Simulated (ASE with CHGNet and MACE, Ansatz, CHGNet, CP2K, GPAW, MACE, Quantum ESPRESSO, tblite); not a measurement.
# Machine-learned potentials runs on generalised stacking fault on (111) (glide set) of a Ge-Sn solid solution (48 atoms)

Wanted: machine-learned potentials inputs and outputs for generalised stacking fault on (111) (glide set) of a Ge-Sn solid solution (48 atoms), checked against a plane-wave reference.

Main program and level: ASE with CHGNet and MACE; the method is named at each step.

### Step 1. The starting structure

The cell holds 48 atoms: 34 Ge and 14 Sn. Its edges and angles: a = 8.334 Å, b = 7.218 Å, c = 20.867 Å, α = 90.0°, β = 79.5°, γ = 90.0°. Diamond-structure Ge lattice (a = 5.8932 Å, the value set for the mixture), cell with z along [111], 2 x 1 x 2 periods; the third cell vector is tilted by 0.917 of 1/2[1-10] and lengthened by 0.1 Å, so the cell holds one fault (glide set); displaced by a Gaussian of 0.01 Å; 14 of 48 Ge sites given to Sn at random (lattice constant by Vegard's rule between Ge and Sn). Then every atom was moved at random, 0.05 Å r.m.s. a Cartesian component. The structure's axis is c.

The yardstick, on the same geometry:

| Property | Result |
| --- | --- |
| method | Kohn-Sham DFT, PBE, SSSP efficiency 1.3.0 pseudopotentials, plane waves (Quantum ESPRESSO 7.5); sssp-pbe-1.3.0-efficiency, cutoffs 45/360 Ry, Γ point |
| r.m.s. force component | 1.177 eV/Å |
| longest force | 5.194 eV/Å |
| pressure | 8.323 GPa |
| time | 2.2 min on 4 MPI ranks of Arm Neoverse V2, shared host |
| CPU time | 8.6 min |

### Step 2. CHGNet r2SCAN potential

Method: machine-learned interatomic potential CHGNet r2SCAN, trained on r2SCAN plane-wave data.

Input file run.py:

```python
import numpy as np
from ase.io import read
import mlip  # loads the published weights by name

atoms = read("structure.xyz")
atoms.calc = mlip.calc("chgnet-r2scan")
energy = atoms.get_potential_energy()
forces = atoms.get_forces()
print(f"energy {energy:.6f} eV")
print("forces (eV/A)")
for i, (a, f) in enumerate(zip(atoms, forces)):
    print(f"{i:4d} {a.symbol:2s} {f[0]:10.5f} {f[1]:10.5f} {f[2]:10.5f}")
stress = -atoms.get_stress(voigt=False) * 160.21766
print("stress (GPa, compression positive)")
for row in stress:
    print(" ".join(f"{x:10.4f}" for x in row))
```

Input file structure.xyz:

```xyz
48
Lattice="8.33424 0.00000 0.00000 0.00000 7.21767 0.00000 3.81983 0.00000 20.51464" Properties=species:S:1:pos:R:3 pbc="T T T"
Ge 6.28357 3.57765 0.39327
Sn 6.28492 3.53348 2.93031
Sn 6.31692 6.05353 3.85060
Ge 6.23705 5.95443 6.42724
Sn 2.08177 3.57340 0.34670
Ge 2.15423 3.59909 2.94159
Ge 2.02997 5.89842 3.88917
Ge 1.99748 6.00041 6.37246
Ge 4.19331 0.03313 0.39265
Ge 4.25518 7.16751 2.96826
Sn 4.17661 2.45798 3.95892
Ge 4.19458 2.46418 6.39277
Sn 4.13900 4.73328 7.19715
Sn 4.15049 4.78799 9.79000
Ge 6.33364 1.13527 7.21992
Ge 6.21977 1.16941 9.76435
Ge 6.38688 3.62710 10.65243
Ge 6.37776 3.60429 13.16999
Ge 6.20642 5.96143 14.10730
Ge 6.29669 6.00900 16.53870
Ge 8.34854 0.01234 0.48230
Sn 8.39584 7.14311 2.93359
Ge 8.32431 2.35051 3.82372
Ge 8.41127 2.38659 6.38641
Ge 8.30071 4.87084 7.19182
Ge 8.32732 4.85049 9.76251
Sn 2.11768 1.19712 7.22751
Ge 2.09978 1.06677 9.79143
Ge 2.08708 3.64608 10.63007
Ge 10.41627 3.66578 13.19809
Ge 10.45140 6.00488 14.04966
Ge 10.38775 6.00279 16.51470
Ge 4.08834 0.02649 10.61325
Ge 4.10944 0.01213 13.15747
Ge 4.16108 2.44203 14.03058
Ge 4.02488 2.42276 16.54013
Ge 4.14019 4.81159 17.45529
Ge 4.12130 4.74468 20.00362
Sn 6.25073 1.18435 17.34595
Sn 6.27787 1.23206 19.94495
Sn 8.32664 0.09361 10.50678
Sn 8.38477 7.14557 13.20199
Sn 8.29622 2.29594 13.99222
Ge 8.36767 2.41438 16.53111
Sn 8.34840 4.79823 17.43293
Ge 8.33528 4.84724 20.00239
Ge 10.35546 1.21019 17.43519
Ge 10.44735 1.20614 20.00239
```

Run with:

```console
$ OMP_NUM_THREADS=1 python run.py > output.txt
```

Log:

```text
CHGNet vr2scan initialized with 412,525 parameters
CHGNet will run on cpu
energy -810.230103 eV
forces (eV/A)
   0 Ge    0.92861   -0.19729   -0.74269
   1 Sn    0.73656   -0.23994   -0.71946
   2 Sn   -1.13530   -0.09265    1.08566
   3 Ge    0.20493    0.30427    0.29997
   4 Sn    2.07503    0.82155    1.28531
   5 Ge   -0.52028    0.04916    0.17568
   6 Ge    0.72254    0.03783   -0.04283
   7 Ge   -0.02249   -0.01624   -0.04231
   8 Ge    3.03739   -1.22533    0.96681
   9 Ge   -1.06620    0.19357   -0.32758
  10 Sn   -0.93964   -0.90771   -0.25163
  11 Ge    0.36081   -1.20644    0.64222
  12 Sn   -0.18380    0.88764   -0.37279
  13 Sn    0.33076    0.09109    0.91018
  14 Ge   -0.07495    0.19704    0.03485
  15 Ge   -0.49132    0.40008   -0.19013
  16 Ge   -0.12941   -0.16152    0.00919
  17 Ge   -0.86681    0.32321   -0.14497
  18 Ge   -0.27758   -0.07977   -0.29606
  19 Ge   -0.41570   -0.50025    0.05469
  20 Ge    0.96563   -0.40230   -0.96514
  21 Sn    1.42710    0.93775   -0.21276
  22 Ge    0.79532    0.02731    0.40907
  23 Ge   -0.41896    0.22496   -0.05849
[...]
40 Sn   -0.35009   -0.39170   -0.31792
  41 Sn   -0.29106   -1.74108   -0.10135
  42 Sn    0.43504    1.72432    0.48215
  43 Ge    0.18497   -0.04412    0.27089
  44 Sn    0.08260    0.10224    0.01117
  45 Ge   -0.82989    0.21373    0.14244
  46 Ge    0.21483   -0.19161    0.04959
  47 Ge   -1.47811    0.09363   -0.09373
stress (GPa, compression positive)
    3.0234    -1.1977     0.7678
   -1.1977     3.2289    -0.1379
    0.7678    -0.1379     3.4118
```

The job ended after 2.7 s (1 thread of Arm Neoverse V2, shared host; peak memory 0.54 GiB).

Banners, paths, timers and routine set-up lines are dropped from the logs unmarked, and long logs keep their key lines alone; longer cuts are marked.

Numbers from this run, and their distance from the reference:

* r.m.s. force component: 0.6937 eV/Å
* r.m.s. difference of force components: 599.2 meV/Å
* longest difference of force vectors: 2074 meV/Å
* force difference over r.m.s. force: 50.92 %
* slope of forces against the reference's: 0.5441
* correlation of force components: 0.923
* pressure: 3.221 GPa
* pressure difference: -5.102 GPa

Length of the force difference by element (eV/Å):

```
element  atoms  mean  most
     Ge     34  0.96   2.1
     Sn     14  0.92   1.6
```

Local excerpt of 9 atoms (numbers count through the whole input) about Ge37, picked at random; x, y, z are measured from there.

| atom | x | y | z | distance (Å) | bonds | Fx | Fy | Fz (eV/Å) |
| --- | --- | --- | --- | --- | --- | --- | --- | --- |
| Ge37 | 0.00 | 0.00 | 0.00 | 0.00 | 4 | 0.02 | -0.02 | -0.06 |
| Ge38 | -0.02 | -0.07 | 2.55 | 2.55 | 4 | -2.61 | 1.52 | -0.94 |
| Ge36 | -0.12 | -2.39 | -0.92 | 2.56 | 4 | 0.03 | 0.13 | -0.03 |
| Ge32 | -2.09 | 1.19 | -0.94 | 2.58 | 4 | 0.33 | 0.20 | 0.22 |
| Ge20 | 2.16 | 1.20 | -0.92 | 2.63 | 4 | -0.42 | -0.50 | 0.05 |
| Sn5 | 1.76 | -1.24 | 3.41 | 4.03 | 4 | 2.08 | 0.82 | 1.29 |
| Ge19 | 2.07 | 1.15 | -3.35 | 4.10 | 4 | -0.28 | -0.08 | -0.30 |
| Sn45 | -4.13 | -0.01 | -0.02 | 4.13 | 4 | 0.08 | 0.10 | 0.01 |
| Ge31 | -2.02 | 1.19 | -3.41 | 4.14 | 4 | 0.56 | -0.26 | 0.11 |

Atoms are counted from 1 here, from 0 in the log.

Forces lie 51 % from the reference's, at 0.0050 times its CPU time (on 1 against 4 cores).

### Step 3. MACE MPA-0 medium potential

Method: machine-learned interatomic potential MACE MPA-0 medium, trained on PBE(+U) plane-wave data.

run.py, as its differences from that of step 2:

```diff
@@ -5,3 +5,3 @@
 atoms = read("structure.xyz")
-atoms.calc = mlip.calc("chgnet-r2scan")
+atoms.calc = mlip.calc("mace-mpa-0-medium")
 energy = atoms.get_potential_energy()
```

structure.xyz is that of step 2.

Log:

```text
energy -203.338579 eV
forces (eV/A)
   0 Ge    1.95630   -0.28198   -1.24453
   1 Sn    0.84392    0.36038   -0.60729
   2 Sn   -1.36670   -0.78968    1.11837
   3 Ge    0.69928    0.83531    0.20245
   4 Sn    3.56952    0.85572    1.78082
   5 Ge   -1.50369    0.23852    0.72873
   6 Ge    1.74297   -0.11034   -0.15517
   7 Ge   -0.13776   -0.56541   -0.65386
   8 Ge    4.23697   -2.04631    1.50542
   9 Ge   -2.03078    0.24445   -0.51086
  10 Sn   -1.01363   -1.55601   -1.16359
  11 Ge    1.15162   -2.38123    1.05642
  12 Sn   -0.43572    1.61725   -0.58876
  13 Sn    0.92979    0.19155    1.48081
  14 Ge   -0.37129    0.47301    0.07442
  15 Ge   -1.30864    1.25758   -0.51401
  16 Ge   -0.32094   -0.60290    0.02128
  17 Ge   -2.12887    0.76432   -0.31120
  18 Ge   -0.50129   -0.15525   -0.67843
  19 Ge   -1.36657   -0.95657   -0.18488
  20 Ge    1.87930   -1.01042   -2.15597
  21 Sn    1.48945    1.24387    0.18048
  22 Ge    1.70383    0.47851    0.76435
  23 Ge   -1.48773    0.91624   -0.55822
[...]
40 Sn   -0.57721   -1.17635    0.48430
  41 Sn   -0.76597   -2.24777   -0.46301
  42 Sn    1.15959    2.35294    0.82752
  43 Ge    0.45984   -0.59381    0.67201
  44 Sn    0.09691    0.06954    0.08294
  45 Ge   -1.57109    0.53786    0.87334
  46 Ge    0.27944   -0.39367   -0.07698
  47 Ge   -2.41441    0.45218   -0.28285
stress (GPa, compression positive)
    5.1171    -1.6670     1.3799
   -1.6670     4.6351    -0.4702
    1.3799    -0.4702     4.7399
```

It took 5.8 s on 1 thread; peak memory 0.69 GiB.

Numbers from this run, and their distance from the reference:

* r.m.s. force component: 1.183 eV/Å
* r.m.s. difference of force components: 318.5 meV/Å
* longest difference of force vectors: 1080 meV/Å
* force difference over r.m.s. force: 27.07 %
* slope of forces against the reference's: 0.9683
* correlation of force components: 0.9636
* pressure: 4.831 GPa
* pressure difference: -3.493 GPa

Against the first run (51 %), the force difference from the reference is 27 %, at 2.2 times the CPU time.

### Step 4. MACE MP-0b2 small potential

Method: machine-learned interatomic potential MACE MP-0b2 small, trained on PBE(+U) plane-wave data.

run.py, as its differences from that of step 3:

```diff
@@ -5,3 +5,3 @@
 atoms = read("structure.xyz")
-atoms.calc = mlip.calc("mace-mpa-0-medium")
+atoms.calc = mlip.calc("mace-mp-0b2-small")
 energy = atoms.get_potential_energy()
```

structure.xyz is that of step 3.

Log:

```text
energy -203.635074 eV
forces (eV/A)
   0 Ge    2.00731   -0.29166   -0.99376
   1 Sn    0.89484    0.24369   -0.59617
   2 Sn   -1.30255   -0.60885    1.19599
   3 Ge    0.58611    0.68222    0.20405
   4 Sn    3.46880    0.81003    1.72698
   5 Ge   -1.56061   -0.00088    0.61931
   6 Ge    1.84234    0.06746   -0.18716
   7 Ge   -0.18171   -0.62131   -0.49651
   8 Ge    4.28987   -2.04825    1.44822
   9 Ge   -2.06291    0.14506   -0.46138
  10 Sn   -0.99208   -1.50538   -1.09939
  11 Ge    1.33716   -2.31231    1.16980
  12 Sn   -0.44345    1.58702   -0.71355
  13 Sn    0.97880    0.07045    1.35513
  14 Ge   -0.62713    0.54565   -0.11494
  15 Ge   -1.35445    1.06860   -0.31324
  16 Ge   -0.13006   -0.66335    0.08115
  17 Ge   -1.90503    0.75097   -0.33934
  18 Ge   -0.54581   -0.18548   -0.76518
  19 Ge   -1.30909   -0.88743   -0.08583
  20 Ge    2.00348   -1.34238   -1.87354
  21 Sn    1.58187    1.19549    0.13019
  22 Ge    1.72523    0.60261    0.71087
  23 Ge   -1.43949    0.99191   -0.64619
[...]
40 Sn   -0.59449   -0.95543    0.29002
  41 Sn   -0.67331   -2.14076   -0.39555
  42 Sn    1.05621    2.17561    0.73054
  43 Ge    0.53861   -0.63453    0.52781
  44 Sn    0.10963    0.01853    0.27570
  45 Ge   -1.79363    0.69751    0.67275
  46 Ge    0.14400   -0.37876   -0.02128
  47 Ge   -2.56555    0.48207   -0.34654
stress (GPa, compression positive)
    4.2859    -1.7871     1.3311
   -1.7871     3.8174    -0.3637
    1.3311    -0.3637     4.5037
```

The job ended after 5 s (1 thread; peak memory 0.66 GiB).

Against the reference:

```yaml
r_m_s_force_component: 1.176 eV/Å
r_m_s_difference_of_force_components: 331.7 meV/Å
longest_difference_of_force_vectors: 1067 meV/Å
force_difference_over_r_m_s_force: 28.19 %
slope_of_forces_against_the_reference_s: 0.9599
correlation_of_force_components: 0.9603
pressure: 4.202 GPa
pressure_difference: -4.121 GPa
```

Against the first run (51 %), the force difference from the reference is 28 %, at 1.9 times the CPU time.

### Step 5. The ladder

Differences are against the plane-wave reference, forces as r.m.s. over components; share is that over the reference's r.m.s. force, slope the least-squares factor from reference forces to these. Total energies of different programs have different zeros and aren't compared.

```csv
run,"Δ force, r.m.s. (meV/Å)",share (%),slope,Δ pressure (GPa),cores,CPU time,memory (GiB)
reference,-,-,-,-,4,8.6 min,2.9
CHGNet r2SCAN potential,599,50.9,0.544,-5.10,1,2.6 s,0.54
MACE MPA-0 medium potential,319,27.1,0.968,-3.49,1,5.6 s,0.69
MACE MP-0b2 small potential,332,28.2,0.960,-4.12,1,5 s,0.66
```

Times of the machine-learned potentials are mostly Python's start and the loading of weights.

CPU time is summed over cores on a shared host, where runs went side by side, so it is rough. Symmetry, cutoffs, thresholds, outputs and thread counts weren't matched or tuned between programs; memory under MPI is the largest rank's times the ranks.

### Step 6. What came out

* nearest in forces: MACE MPA-0 medium potential, 27 %
* its CPU time: 5.6 s

Machine-learned potentials differ by 27 % (MACE MPA-0 medium potential) to 51 % (CHGNet r2SCAN potential); they were trained on other programs' data, some at another functional. The reference's pressure holds the uncorrected Pulay stress of its 45 Ry basis, so small pressure differences, and their order, may be the reference's own error. Machine-learned potentials mimic data converged in k, so the reference's own k-point error enters their differences. The reference's stress is far from hydrostatic: its diagonal is 16.0, 3.0, 6.0 GPa, compression counted positive. The host structure and its lattice constant were typed by rule, without a check against the phase diagram. The reference's pressure of 8.3 GPa belongs to a cell and atoms that aren't relaxed at this level. The electronic-structure runs sample only Γ, in a cell whose shortest periodic width is 7 Å, which is coarse for a cell with partly filled levels.

[Also dropped from logs without a mark: logging warnings of Python, and SIESTA's first energy breakdown and zero terms.]

[Logs are printed without paths, hosts, clocks, repeated set-up lines and the standing remarks that a program may print on its own settings, such as how far it seeks lower states.]

[Hosts, paths, dates, database ids (printed as entryN), source tags and the programs' standing remarks are cut or masked in the printed files.]
